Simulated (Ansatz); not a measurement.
# Germanium (Fd-3m, 2 atoms a cell): how G0W0 depends on its starting point

How much of the starting functional survives in the G0W0 gap of Germanium (Fd-3m, 2 atoms a cell)?

Program: Ansatz 0.2.0. Level of theory: G0W0 on several functionals, plane waves, PAW. Results are calculated unless marked as measured.

Most raw output is cut from this account.

In doubt: masses and optical values from hybrid runs of this build are listed as unsure (steps 3, 4), which bears on the screening that GW takes from such a start.

## Step 1: Set-up

The structure is cubic, space group Fd-3m (No. 227). The conventional cell has a = 5.658 Å, b = 5.658 Å, c = 5.658 Å, α = 90.00°, β = 90.00°, γ = 90.00°. Ge has 4 Ge at 2.45 Å nearest.

The cell and positions come from the Crystallography Open Database and are kept as given unless a step says otherwise.

## Step 2: G0W0 on r2SCAN

G0W0 replaces the xc potential by the self-energy, built once from these orbitals. Only a window of levels is corrected, while the sums run over the empty bands that the input names. This step takes hard PAW files.

This step: G0W0 on r2SCAN, plane waves, PAW.

File input.yaml:

```yaml
crystal:
  lattice:
    - [0.0, 2.82891, 2.82891]
    - [2.82891, 0.0, 2.82891]
    - [2.82891, 2.82891, 0.0]
  atoms:
    - { symbol: Ge, position: [0.0, 0.0, 0.0] }
    - { symbol: Ge, position: [0.25, 0.25, 0.25] }
kpoints:
  mp_grid: { grid: [8, 8, 8] }
hamiltonian:
  xc: r2scan
  pseudopotentials: { kind: paw, source: ansatz }
scf:
  occupations: { method: fixed }
gw:
  n_empty_bands: 406
  ecut_chi: 250
  qp_bands: [v2, c2]
  qp_kpoints: band_edges
  screening: { model: contour_deformation }
```

Started as:

```
$ ansatz run input.yaml --threads 3 --pin off --max-ram 92160MiB --backend cuda --events-out ev --progress --plain --runs-dir out --devices 1 --max-vram 13GiB
```

Wall time 4.8 min (1 × NVIDIA H100 80GB HBM3 (shared by 6 runs) with 3 threads of AMD EPYC 7R13 (Zen 3), shared host); peak memory 3.4 GiB; 6.9 min of CPU time.

This step gave:

```
bands summed                                 : 420
RPA ε∞ on this mesh (eigenvalues)            : 48.53, 48.53, 48.53
plane waves in the screening matrix          : 411
q-points in the mesh                         : 512
G0W0 gap on the mesh                         : 0.7770 eV
k of the valence top                         : 0, 0, 0
k of the conduction bottom                   : 0, 0, -0.5
starting gap on the mesh                     : 0.4388 eV
Z at the valence top                         : 0.7656
Z at the conduction bottom                   : 0.7706
least direct G0W0 gap on the computed points : 0.8458 eV
```

The gap on the mesh goes from 0.44 eV to 0.78 eV, a correction of +0.34 eV, though a band edge has moved to another state.

## Step 3: G0W0 on HSE06

The same correction from a different start measures what one shot leaves open.

This step: G0W0 on HSE06, plane waves, PAW.

input.yaml: that of step 2 with these lines changed.

```diff
@@ -11,3 +11,3 @@
 hamiltonian:
-  xc: r2scan
+  xc: hse06
   pseudopotentials: { kind: paw, source: ansatz }
```

The job ended after 3.3 min (1 × NVIDIA H100 80GB HBM3 (shared by 6 runs) with 3 threads; peak memory 7.2 GiB; 6 min of CPU time).

Numbers from this step:

```
bands summed                                 : 420
RPA ε∞ on this mesh (eigenvalues)            : 19.15, 19.15, 19.15
plane waves in the screening matrix          : 411
q-points in the mesh                         : 512
G0W0 gap on the mesh                         : 0.9538 eV
k of the valence top                         : 0, 0, 0
k of the conduction bottom                   : 0, 0, -0.5
starting gap on the mesh                     : 0.7959 eV
Z at the valence top                         : 0.7888
Z at the conduction bottom                   : 0.7940
least direct G0W0 gap on the computed points : 1.066 eV
```

Against the run with 8×8×8 mesh, 406 empty bands, screening to 250 eV, hard PAW files on r2SCAN, the gap moves by +0.18 eV, while the start moved by +0.36 eV.

## Step 4: G0W0 on PBE0

This step: G0W0 on PBE0, plane waves, PAW.

input.yaml: that of step 3 with these lines changed.

```diff
@@ -11,3 +11,3 @@
 hamiltonian:
-  xc: hse06
+  xc: pbe0
   pseudopotentials: { kind: paw, source: ansatz }
```

Elapsed: 5 min, on 1 × NVIDIA H100 80GB HBM3 (shared by 6 runs) with 3 threads; peak memory 7.1 GiB.

Numbers from this step:

```yaml
bands_summed: 420
rpa_eps_infinity_on_this_mesh_eigenvalues: 13.49, 13.49, 13.49
plane_waves_in_the_screening_matrix: 411
g0w0_gap_on_the_mesh: 1.094 eV
k_of_the_valence_top: 0, 0, 0
k_of_the_conduction_bottom: 0, 0, -0.5
starting_gap_on_the_mesh: 1.365 eV
least_direct_g0w0_gap_on_the_computed_points: 1.205 eV
```

Against the run with 8×8×8 mesh, 406 empty bands, screening to 250 eV, hard PAW files on HSE06, the gap moves by +0.14 eV, while the start moved by +0.57 eV.

## Step 5: Side by side

All on the 8×8×8 mesh with 406 empty bands and screening to 250 eV. Times are wall times on 1 × NVIDIA H100 80GB HBM3 (shared by 6 runs) with 3 threads of AMD EPYC 7R13 (Zen 3), shared host. The host was busy with other work, so they are no guide to cost.

| start | starting gap (eV) | shift (eV) | G0W0 gap (eV) | RPA ε∞ (harmonic mean) | Z (valence, conduction) | time |
| --- | --- | --- | --- | --- | --- | --- |
| r2SCAN | 0.44 | +0.34 | 0.78 | 48.53 | 0.77, 0.77 | 4.8 min |
| HSE06 | 0.80 | +0.16 | 0.95 | 19.15 | 0.79, 0.79 | 3.3 min |
| PBE0 | 1.36 | −0.27 | 1.09 | 13.49 | 0.81, 0.81 | 5 min |

The parts of the quasiparticle energy at the two band edges (eV; QP = start + Σx + Σc − Vxc):

| run | edge | start | Σx | Σc | Vxc | Z | QP |
| --- | --- | --- | --- | --- | --- | --- | --- |
| r2SCAN | valence top | 9.75 | -15.40 | 0.36 | -14.64 | 0.77 | 9.36 |
| r2SCAN | conduction bottom | 10.21 | -10.26 | -3.64 | -13.82 | 0.77 | 10.13 |
| HSE06 | valence top | 9.63 | -15.32 | 0.35 | -14.58 | 0.79 | 9.24 |
| HSE06 | conduction bottom | 10.43 | -9.99 | -3.62 | -13.38 | 0.79 | 10.20 |
| PBE0 | valence top | 9.34 | -15.35 | 0.31 | -14.87 | 0.81 | 9.17 |
| PBE0 | conduction bottom | 10.70 | -9.97 | -3.58 | -13.11 | 0.81 | 10.27 |

For a hybrid start, Vxc holds its share of exact exchange. Where G0W0 reorders the edges (r2SCAN), the two states listed lie further apart at the start than the starting gap.

## Step 6: What came out

```json
{
  "G0W0@r2SCAN": "0.78 eV (start 0.44 eV)",
  "G0W0@HSE06": "0.95 eV (start 0.80 eV)",
  "G0W0@PBE0": "1.09 eV (start 1.36 eV)",
  "known limits": "not at the basis limit; mesh may overstate the screening; no spin-orbit coupling; coarse k mesh"
}
```

**Reading.** The starting gaps span 0.93 eV and the G0W0 gaps 0.32 eV. Between r2SCAN and PBE0, 0.32 eV of the 0.93 eV survives, 34 %. On PBE0 the correction is negative: that start lies above its own G0W0 value. The smallest correction, +0.16 eV, is on HSE06, the start nearest to reproducing itself. Bands and cutoff are finite, so the gap is not at the basis limit. The miss can reach some tenths of an eV and take either sign; the mesh is an error of its own. The 8×8×8 mesh is coarse for this cell (its supercell is 32 Å along the shortest edge). The RPA ε∞ on it, from the r2SCAN start, is 48.53; such meshes misread the long-range screening, most where the gap is narrow. The program warns that the mesh is coarse for exact exchange, which bears on the hybrid start's gap. For the r2SCAN start: The RPA ε∞ on this mesh reaches over 25; with a narrow direct gap a coarse mesh can overstate it, and the correction is then too small. The many-body steps are scalar-relativistic: spin-orbit coupling is not in them.

[Paths, hosts, dates, memory and timing lines, banners, echoed tables and standing remarks are left out of the program output.]

[Logs are printed without paths, hosts, clocks, repeated set-up lines and the standing remarks that a program may print on its own settings, such as how far it seeks lower states.]

[Runs of the session that timed out or met a known fault of the program may be left out.]

[Cells called generated may have been cut or substituted from an entry of the Crystallography Open Database or the Materials Project.]

[Hosts, paths, dates, database ids (printed as entryN), source tags and the programs' standing remarks are cut or masked in the printed files.]
